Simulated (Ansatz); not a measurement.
**Starting-point dependence of the GW gap of K3SI (antiperovskite) (Pm-3m)**

How much of the starting functional survives in the G0W0 gap of K3SI (antiperovskite) (Pm-3m)?

Program: Ansatz 0.2.0. Level of theory: G0W0 on several functionals, plane waves, PAW. Results are calculated unless marked as measured.

The structure was built from a prototype and need not be the compound's stable phase.

In doubt: masses and optical values from hybrid runs of this build are listed as unsure (steps 3, 4), which bears on the screening that GW takes from such a start.

### 1. The starting structure

Symmetry: Pm-3m, No. 221, cubic system. The conventional cell has a = 6.034 Å, b = 6.034 Å, c = 6.034 Å, α = 90.00°, β = 90.00°, γ = 90.00°. Nearest to I lie 12 K at 4.27 Å. Nearest to S lie 6 K at 3.02 Å. Nearest to K lie 2 S at 3.02 Å and 8 K at 4.27 Å and 4 I at 4.27 Å. It derives from I1K3S1. Farther neighbours and most contacts between anions are not listed.

Coordinates:

```cif
data_structure
_symmetry_space_group_name_H-M 'P 1'
_symmetry_Int_Tables_number 1
_cell_length_a 6.0336
_cell_length_b 6.0336
_cell_length_c 6.0336
_cell_angle_alpha 90.000
_cell_angle_beta 90.000
_cell_angle_gamma 90.000
_cell_volume 219.64
loop_
_atom_site_label
_atom_site_type_symbol
_atom_site_fract_x
_atom_site_fract_y
_atom_site_fract_z
_atom_site_occupancy
I1 I 0.00000 0.00000 0.00000 1
S2 S 0.50000 0.50000 0.50000 1
K3 K 0.50000 0.50000 0.00000 1
K4 K 0.50000 0.00000 0.50000 1
K5 K 0.00000 0.50000 0.50000 1
```

The structure was relaxed with PBE. The structure type comes from a generator and need not be one that this composition takes. The runs that relaxed it are not among those shown. Spin-orbit coupling is left out unless a step names it. The default PAW set here is soft_2. Its files were made with PBE.

### 2. G0W0 on PBE

Now the one-shot GW correction: screening in the RPA, then the self-energy of the levels asked for.

This step: G0W0 on PBE, plane waves, PAW.

input.yaml reads:

```yaml
crystal:
  lattice:
    - [6.0335581096, 0.0, 0.0]
    - [0.0, 6.0335581096, 0.0]
    - [0.0, 0.0, 6.0335581096]
  atoms:
    - { symbol: I, position: [0.0, 0.0, 0.0] }
    - { symbol: S, position: [0.5, 0.5, 0.5] }
    - { symbol: K, position: [0.5, 0.5, 0.0] }
    - { symbol: K, position: [0.5, 0.0, 0.5] }
    - { symbol: K, position: [0.0, 0.5, 0.5] }
kpoints:
  mp_grid: { grid: [2, 2, 2] }
hamiltonian:
  xc: pbe
scf:
  occupations: { method: fixed }
gw:
  n_empty_bands: 655
  ecut_chi: 120.0
  qp_bands: [v2, c2]
  qp_kpoints: band_edges
  screening: { model: contour_deformation }
```

On the command line:

```sh
$ ansatz run input.yaml --threads 4 --pin off --max-ram 17510MiB --backend cpu --events-out ev --progress --plain --runs-dir out
```

Numbers of over 12 decimals in the logs are rounded to 6 here.

Output:

```text
Engine: ansatz 0.2.0, aarch64-unknown-linux-gnu
Pseudopotentials: kind: paw
Pseudopotential: I, paw, valence charge 17, recommended cutoff 420 eV (normal), I.paw.azcp
Pseudopotential: S, paw, valence charge 6, recommended cutoff 420 eV (normal), S.paw.azcp
Pseudopotential: K, paw, valence charge 9, recommended cutoff 420 eV (normal), K.paw.azcp
Functional definition: PBE
  parameter kappa = 0.804
  parameter beta = 0.066725
  exchange = pbe_x(kappa = kappa, mu = beta*pi^2/3)
  correlation = pbe_c(beta = beta)
Crystal: 5 atoms, lattice volume = 219.645 Å³
Basis set: ecut = 420 eV, 4337 PW (Γ)
Bands: 30, of which v1, the nominal top of the filled ones, is band 25 counted from 1 (24 counted from 0)
Symmetry: 48 space group operations
Space group: Pm-3m (ITA 221), of the structure as read, at distance tolerance 6.0e-5 Å
k-points: 4 of 8
Non-local potential: I, projectors of the file, l = 0: 2, l = 1: 2, l = 2: 2, l = 3: 2
Non-local potential: S, projectors of the file, l = 0: 2, l = 1: 2, l = 2: 2
Non-local potential: K, projectors of the file, l = 0: 3, l = 1: 2, l = 2: 2
PAW form: soft (Blöchl's): semilocal exchange-correlation on the pseudo side does not see the compensation charge
PAW one-centre angular grid: I, 590 points (default); XC on 64 Gauss nodes
PAW one-centre angular grid: S, 110 points (default); XC on 64 Gauss nodes
PAW one-centre angular grid: K, 110 points (default); XC on 64 Gauss nodes
Initial density: superposition of atomic densities (neutral atoms: chi_scale 0, normalization atom), corrected by the library's trained network
Initial wavefunctions: pseudopotential atomic-orbital guess
Functional: x = pbe(κ = 0.804, μ = 0.219515), c = pbe(β = 0.066725)
SCF iter   1: F=—  HF=-13034.165682 eV  |F-HF|=—  |Δ(HF+E_count)|=         —  Δρ=1.17e-3  dr2=6.38e-3  ethr=1.77e-3  ⟨swp⟩=5.8  Hψ=457  notcnv=0  defer=9
preconditioner: auto → Resta (q_TF=auto, 2.132 Å⁻¹)  ε∞=2.3  [insulator: Δε(μ)=1.719 eV  Ē_g=12.978 eV  n_scr=32 (ndim 8)  ℏωp=14.6 eV  f_vac=0.161  ε∞_Penn≈2.3]
SCF iter   2: F=—  HF=-13034.164436 eV  |F-HF|=—  |Δ(HF+E_count)|=   1.25e-3  Δρ=4.12e-4  dr2=6.25e-4  ethr=1.28e-5  ⟨swp⟩=3.5  Hψ=254  notcnv=0  defer=10
SCF iter   3: F=—  HF=-13034.164428 eV  |F-HF|=—  |Δ(HF+E_count)|=   7.70e-6  Δρ=1.19e-4  dr2=4.09e-5  ethr=1.25e-6  ⟨swp⟩=2.0  Hψ=156  notcnv=0  defer=10
SCF iter   4: F=—  HF=-13034.164457 eV  |F-HF|=—  |Δ(HF+E_count)|=   2.84e-5  Δρ=4.23e-5  dr2=3.81e-6  ethr=8.18e-8  ⟨swp⟩=2.8  Hψ=214  notcnv=0  defer=10
SCF iter   5: F=—  HF=-13034.164464 eV  |F-HF|=—  |Δ(HF+E_count)|=   7.21e-6  Δρ=1.13e-5  dr2=3.23e-7  ethr=7.62e-9  ⟨swp⟩=2.0  Hψ=148  notcnv=0  defer=11
SCF iter   6: F=-13034.164464 eV  HF=-13034.164464 eV  |F-HF|=1.44e-8  |Δ(HF+E_count)|=   5.70e-7  Δρ=1.65e-6  dr2=6.74e-9  ethr=2.00e-10  ⟨swp⟩=10.8  Hψ=602  notcnv=0
SCF 1 converged in 6 iterations: F = -13034.164464 eV  dr2 = 6.74e-9
  greatest PAW one-centre occupation: 0.999 electrons in one spin orbital (limit 2), on the I atom at site 0 (counted from 0), in its partial waves of l = 2
NSCF: frozen V_eff on 4 k-points
G₀W₀ screening: q 1/4
[... further progress lines ...]
SCF converged after 6 iterations
Free energy (F): -13034.164464 eV
Harris-Foulkes:  -13034.164464 eV  (|F-HF|=1.44e-8)
Internal energy: -13034.164464 eV  (E = F + TS)
E sigma→0 (E₀):  -13034.164464 eV
Fermi energy:    2.424135 eV
--- Per-component energies (eV) ---
  E_band       = -795.170132
  E_kinetic    = 1058.494356
  E_local      = -4477.345878  (includes V_loc(G=0)·N_el)
  E_nonlocal   = -24.038797
  E_hartree    = 1934.446735
  E_xc         = -631.553856
  E_vxc        = -711.752752  (∫ρ·V_xc dr)
  E_paw        = -7762.811622  (= ΣΔE_a)
  E_vpaw       = -509.420834  (= ΣTr[D̂ρ^β])
  E_aug_tail   = -0.000012  (compensation charges beyond the density's cutoff)
  E_ewald      = -3131.355390
  E_smearing   = -0.000000  (= −TS)
  E_closure    = 0.000000  (closes the sum)
  Σ components = -13034.164464   (vs F -13034.164464, Δ=0.00e0)
--- Band table (eV) ---
  k-point 0: bands = [... 21 lower, 0.5919, 2.4241, 2.4241, 2.4241, 4.1272, 5.8899, 5.8899, 6.9951, ... 1 higher]
  k-point 1: bands = [... 21 lower, 0.5933, 1.7146, 2.3230, 2.3230, 5.4647, 6.2292, 6.5628, 7.5316, ... 1 higher]
  k-point 2: bands = [... 21 lower, 0.5885, 1.8081, 1.8081, 2.2759, 6.0364, 6.1848, 7.2579, 7.2579, ... 1 higher]
  k-point 3: bands = [... 21 lower, 0.4494, 1.6324, 1.6324, 1.6324, 6.6581, 6.6581, 6.6581, 7.1435, ... 1 higher]
--- G₀W₀: contour deformation, 7 samples at zero and on the imaginary axis and 1 off it, 8 q-points, 655 empty bands' worth ---
  eigenvalues of the whole cell's RPA ε∞ on this k-mesh (on a slab, of 1 + 4πα/V) = 3.1222, 3.1222, 3.1222; static W/v taken at q = 0 is 0.320284
  bands read: the sum over 680 bands ends inside a degenerate multiplet in 2 slots, whose members it reads at an even weight; the widest, k=0: bands 680 to 682 (counted from 1) at 1/3 each
  gw.qp_kpoints: band_edges: 4 of 4 stored k-points solved, in 1 pass; an edge of the gap read off the rows below is read off those points alone
  `?` marks the rows in doubt; gw_qp.tsv's column doubts and the gw_qp event give each row's grounds
    ik  band        ε_KS         Σx   Σc(E_QP)       V_xc       Z   E_QP_lin       E_QP  E_QP is
     0    24      2.4241   -17.4635     2.2734   -14.0385  0.7187     1.1703     1.2725  root ?
     0    25      2.4241   -17.4635     2.2734   -14.0385  0.7187     1.1703     1.2725  root ?
     0    26      4.1272    -3.2877    -2.9780    -6.5838  0.7974     4.4491     4.4452  root
     0    27      5.8899    -2.4974    -3.0460    -5.9896  0.7942     6.3447     6.3360  root
     1    24      2.3230   -17.1699     2.2867   -13.7283  0.7179     1.0636     1.1682  root ?
     1    25      2.3230   -17.1699     2.2867   -13.7283  0.7179     1.0636     1.1682  root ?
     1    26      5.4647    -3.8870    -3.0403    -7.3304  0.7833     5.8746     5.8678  root
     1    27      6.2292    -4.8250    -3.2838    -8.5725  0.7785     6.7028     6.6929  root
     2    24      1.8081   -16.6148     2.3083   -13.1678  0.7111     0.5605     0.6694  root ?
     2    25      2.2759   -17.0750     2.2858   -13.6358  0.7175     1.0177     1.1225  root ?
     2    26      6.0364    -3.2582    -3.0446    -6.6476  0.7884     6.3862     6.3812  root
     2    27      6.1848    -3.1959    -3.1570    -6.7745  0.7894     6.6140     6.6063  root
     3    24      1.6324   -16.0188     2.3560   -12.5185  0.7076     0.3751     0.4881  root ?
     3    25      1.6324   -16.0188     2.3560   -12.5185  0.7076     0.3751     0.4881  root ?
     3    26      6.6581    -3.9092    -3.2558    -7.7658  0.7793     7.2762     7.2589  root
     3    27      6.6581    -3.9092    -3.2558    -7.7658  0.7793     7.2762     7.2589  root
```

Wall time 59 s (4 threads of Arm Neoverse V2, shared host); peak memory 3.4 GiB.

Numbers from this step:

```yaml
bands_summed: 680
rpa_eps_infinity_on_this_mesh_eigenvalues: 3.122, 3.122, 3.122
plane_waves_in_the_screening_matrix: 691
q_points_in_the_mesh: 8
g0w0_gap_on_the_mesh: 3.173 eV
k_of_the_valence_top: 0, 0, 0
k_of_the_conduction_bottom: 0, 0, 0
starting_gap_on_the_mesh: 1.703 eV
z_at_the_valence_top: 0.7187
z_at_the_conduction_bottom: 0.7974
least_direct_g0w0_gap_on_the_computed_points: 3.173 eV
```

The gap on the mesh goes from 1.70 eV to 3.17 eV, a correction of +1.47 eV. The program marks an edge row as in doubt. Between the two edge states, bare exchange in place of the xc potential would open the gap by 6.72 eV, and correlation takes back 5.25 eV.

### 3. G0W0 on HSE06

The same correction from a different start measures what one shot leaves open.

This step: G0W0 on HSE06, plane waves, PAW.

input.yaml: that of step 2 with these lines changed.

```diff
@@ -14,3 +14,3 @@
 hamiltonian:
-  xc: pbe
+  xc: hse06
 scf:
```

Output:

```text
[...]
davidson cushion auto → on  (no smearing: the cushion is to keep the highest requested band from converging to the state above it; pin scf.eigensolver.cushion to override)
Crystal: 5 atoms, lattice volume = 219.645 Å³
Basis set: ecut = 420 eV, 4337 PW (Γ)
Bands: 30, of which v1, the nominal top of the filled ones, is band 25 counted from 1 (24 counted from 0)
Symmetry: 48 space group operations
[...]
k-points: 4 of 8
[...]
SCF iter   1: F=—  HF=-13034.160675 eV  |F-HF|=—  |Δ(HF+E_count)|=         —  Δρ=1.12e-3  dr2=5.08e-3  ethr=1.77e-3  ⟨swp⟩=17.5  Hψ=577  notcnv=0
[...]
SCF iter   2: F=-13034.162413 eV  HF=-13034.162346 eV  |F-HF|=6.69e-5  |Δ(HF+E_count)|=   1.67e-3  Δρ=3.20e-4  dr2=1.39e-4  ethr=2.77e-7  ⟨swp⟩=5.0  Hψ=807  notcnv=0  defer=10
SCF 1 stopped early in 2 iterations: F = -13034.162413 eV  dr2 = 1.39e-4
[...]
Exchange kernel: α = 0.2500, screened, ω = 0.2079 Å⁻¹, Wigner–Seitz truncation, v(0) = 981.0221 eV·Å³, q-mesh 2×2×2, nearest image of the exchange supercell L = 12.07 Å, pair-density grid 27×27×27, without the augmentation charges, whose exchange is taken in its separable form by FFT convolution over the k-point mesh (sized by the pseudopotential files, 45×45×45 at the most), smooth part of the exact exchange by density-matrix convolution
Frozen-core exchange: fock
SCF iter   1: F=—  HF=-13042.304450 eV  |F-HF|=—  |Δ(HF+E_count)|=         —  Δρ=2.11e-3  dr2=1.23e-2  ethr=2.77e-6  ⟨swp⟩=9.2  Hψ=623  notcnv=0
[...]
Free energy (F): -13042.306707 eV
Frozen-core exchange: fock
[...]
Internal energy: -13042.306707 eV  (E = F + TS)
E sigma→0 (E₀):  -13042.306707 eV
Fermi energy:    1.749383 eV
[...]
--- Band table (eV) ---
  k-point 0: bands = [... 21 lower, -0.1383, 1.7494, 1.7494, 1.7494, 4.3826, 6.1654]
  k-point 1: bands = [... 21 lower, -0.1319, 1.0286, 1.6467, 1.6467, 5.7407, 6.5571]
  k-point 2: bands = [... 21 lower, -0.1361, 1.1203, 1.1203, 1.5998, 6.2927, 6.4885]
  k-point 3: bands = [... 21 lower, -0.2786, 0.9409, 0.9409, 0.9409, 7.0150, 7.0150]
  guard bands above this table: 3 of the run's 30 bands. The solve was not asked for them (output.publish_guard_bands: true or output.eigenvalues: true publishes all)
[...]
0    24      1.7494   -17.4746     1.7886   -14.7661  0.7742     0.8095     0.8295  root
     0    25      1.7494   -17.4746     1.7886   -14.7661  0.7742     0.8095     0.8295  root
     0    26      4.3826    -3.1501    -2.7458    -6.2217  0.8445     4.7101     4.7084  root
     0    27      6.1654    -2.3179    -2.7394    -5.4608  0.8428     6.5717     6.5689  root
     1    24      1.6467   -17.2169     1.8010   -14.4899  0.7736     0.6999     0.7206  root
     1    25      1.6467   -17.2169     1.8010   -14.4899  0.7736     0.6999     0.7206  root
     1    26      5.7407    -3.5872    -2.7793    -6.7539  0.8353     6.1308     6.1281  root
     1    27      6.5571    -4.4842    -2.9884    -7.9004  0.8287     6.9884     6.9849  root
[...]
3    24      0.9409   -16.1678     1.8487   -13.3861  0.7668    -0.0165     0.0079  root
     3    25      0.9409   -16.1678     1.8487   -13.3861  0.7668    -0.0165     0.0079  root
     3    26      7.0150    -3.6324    -2.9213    -7.0838  0.8313     7.5507     7.5451  root
     3    27      7.0150    -3.6324    -2.9213    -7.0838  0.8313     7.5507     7.5451  root
```

Wall time 4.2 min (4 threads); peak memory 2.5 GiB.

This step gave:

```yaml
bands_summed: 680
rpa_eps_infinity_on_this_mesh_eigenvalues: 2.479, 2.479, 2.479
plane_waves_in_the_screening_matrix: 691
q_points_in_the_mesh: 8
g0w0_gap_on_the_mesh: 3.879 eV
k_of_the_valence_top: 0, 0, 0
k_of_the_conduction_bottom: 0, 0, 0
starting_gap_on_the_mesh: 2.633 eV
z_at_the_valence_top: 0.7742
z_at_the_conduction_bottom: 0.8445
least_direct_g0w0_gap_on_the_computed_points: 3.879 eV
```

Against the run with 2×2×2 mesh, 655 empty bands, screening to 120 eV on PBE, the gap moves by +0.71 eV, while the start moved by +0.93 eV.

### 4. G0W0 on PBE0

This step: G0W0 on PBE0, plane waves, PAW.

input.yaml: that of step 3 with these lines changed.

```diff
@@ -14,3 +14,3 @@
 hamiltonian:
-  xc: hse06
+  xc: pbe0
 scf:
```

Output:

```text
[...]
Crystal: 5 atoms, lattice volume = 219.645 Å³
Basis set: ecut = 420 eV, 4337 PW (Γ)
Bands: 30, of which v1, the nominal top of the filled ones, is band 25 counted from 1 (24 counted from 0)
Symmetry: 48 space group operations
[...]
k-points: 4 of 8
[...]
SCF iter   1: F=—  HF=-13034.160864 eV  |F-HF|=—  |Δ(HF+E_count)|=         —  Δρ=1.12e-3  dr2=5.11e-3  ethr=1.77e-3  ⟨swp⟩=17.5  Hψ=577  notcnv=0
[...]
1    26      6.0788    -3.5705    -2.6536    -6.3969  0.8532     6.2520     6.2515  root
     1    27      6.9073    -4.4656    -2.8524    -7.5278  0.8471     7.1177     7.1172  root
[...]
3    24      0.5402   -16.1810     1.6625   -13.8018  0.7905    -0.1859    -0.1765  root
     3    25      0.5402   -16.1810     1.6625   -13.8018  0.7905    -0.1859    -0.1765  root
     3    26      7.3689    -3.6154    -2.7826    -6.7091  0.8482     7.6814     7.6801  root
     3    27      7.3689    -3.6154    -2.7826    -6.7091  0.8482     7.6814     7.6801  root
[key lines of the parts left out:]
Free energy (F): -13042.320041 eV
Fermi energy:    1.358798 eV
```

Wall time 4.4 min (4 threads); peak memory 2.5 GiB.

Numbers from this step:

```yaml
bands_summed: 680
rpa_eps_infinity_on_this_mesh_eigenvalues: 2.324, 2.324, 2.324
plane_waves_in_the_screening_matrix: 691
g0w0_gap_on_the_mesh: 4.163 eV
k_of_the_valence_top: 0, 0, 0
k_of_the_conduction_bottom: 0, 0, 0
starting_gap_on_the_mesh: 3.347 eV
least_direct_g0w0_gap_on_the_computed_points: 4.163 eV
```

Against the run with 2×2×2 mesh, 655 empty bands, screening to 120 eV on HSE06, the gap moves by +0.28 eV, while the start moved by +0.71 eV.

### 5. The starts together

All on the 2×2×2 mesh with 655 empty bands and screening to 120 eV. Times are wall times on 4 threads of Arm Neoverse V2, shared host, good to a factor of about two.

| start | starting gap (eV) | shift (eV) | G0W0 gap (eV) | RPA ε∞ (harmonic mean) | Z (valence, conduction) | time |
| --- | --- | --- | --- | --- | --- | --- |
| PBE | 1.70 | +1.47 | 3.17 | 3.12 | 0.72, 0.80 | 59 s |
| HSE06 | 2.63 | +1.25 | 3.88 | 2.48 | 0.77, 0.84 | 4.2 min |
| PBE0 | 3.35 | +0.82 | 4.16 | 2.32 | 0.80, 0.86 | 4.4 min |

How the two edges are built up, in eV (the quasiparticle level is the starting level plus Σx plus Σc less Vxc):

| run | edge | start | Σx | Σc | Vxc | Z | QP |
| --- | --- | --- | --- | --- | --- | --- | --- |
| PBE | valence top | 2.42 | -17.46 | 2.27 | -14.04 | 0.72 | 1.27 |
| PBE | conduction bottom | 4.13 | -3.29 | -2.98 | -6.58 | 0.80 | 4.45 |
| HSE06 | valence top | 1.75 | -17.47 | 1.79 | -14.77 | 0.77 | 0.83 |
| HSE06 | conduction bottom | 4.38 | -3.15 | -2.75 | -6.22 | 0.84 | 4.71 |
| PBE0 | valence top | 1.36 | -17.48 | 1.62 | -15.16 | 0.80 | 0.66 |
| PBE0 | conduction bottom | 4.71 | -3.15 | -2.63 | -5.90 | 0.86 | 4.82 |

For a hybrid start, Vxc holds its share of exact exchange.

### 6. Summary of results

- G0W0@PBE: 3.17 eV (start 1.70 eV)
- G0W0@HSE06: 3.88 eV (start 2.63 eV)
- G0W0@PBE0: 4.16 eV (start 3.35 eV)
- known limits: not at the basis limit; no spin-orbit coupling; coarse k mesh

What this shows: The starting gaps span 1.64 eV and the G0W0 gaps 0.99 eV. Between PBE and PBE0, 0.99 eV of the 1.64 eV survives, 60 %. PBE0 screens less than PBE (ε∞ 2.32 against 3.12). Of the 0.99 eV by which its G0W0 gap is higher, the correlation part gives +1.00 eV, and exchange with the one-particle terms, which follow the orbitals, −0.01 eV. The smallest correction, +0.82 eV, is on PBE0, the start nearest to reproducing itself. Bands and cutoff are finite, so the gap is not at the basis limit. The miss can reach some tenths of an eV and take either sign; the mesh is an error of its own. The 2×2×2 mesh is coarse for this cell (its supercell is 12 Å along the shortest edge). The RPA ε∞ on it, from the PBE start, is 3.12; such meshes misread the long-range screening, most where the gap is narrow. The program warns that the mesh is coarse for exact exchange, which bears on the hybrid start's gap. The many-body steps are scalar-relativistic: spin-orbit coupling is not in them. The program marks a band-edge row as in doubt, so the gap is less sure than its digits.

[Paths, hosts, dates, memory and timing lines, banners, echoed tables and standing remarks are left out of the program output.]

[Logs are printed without paths, hosts, clocks, repeated set-up lines and the standing remarks that a program may print on its own settings, such as how far it seeks lower states.]

[Runs of the session that timed out or met a known fault of the program may be left out.]

[Cells called generated may have been cut or substituted from an entry of the Crystallography Open Database or the Materials Project.]

[Hosts, paths, dates, database ids (printed as entryN), source tags and the programs' standing remarks are cut or masked in the printed files.]
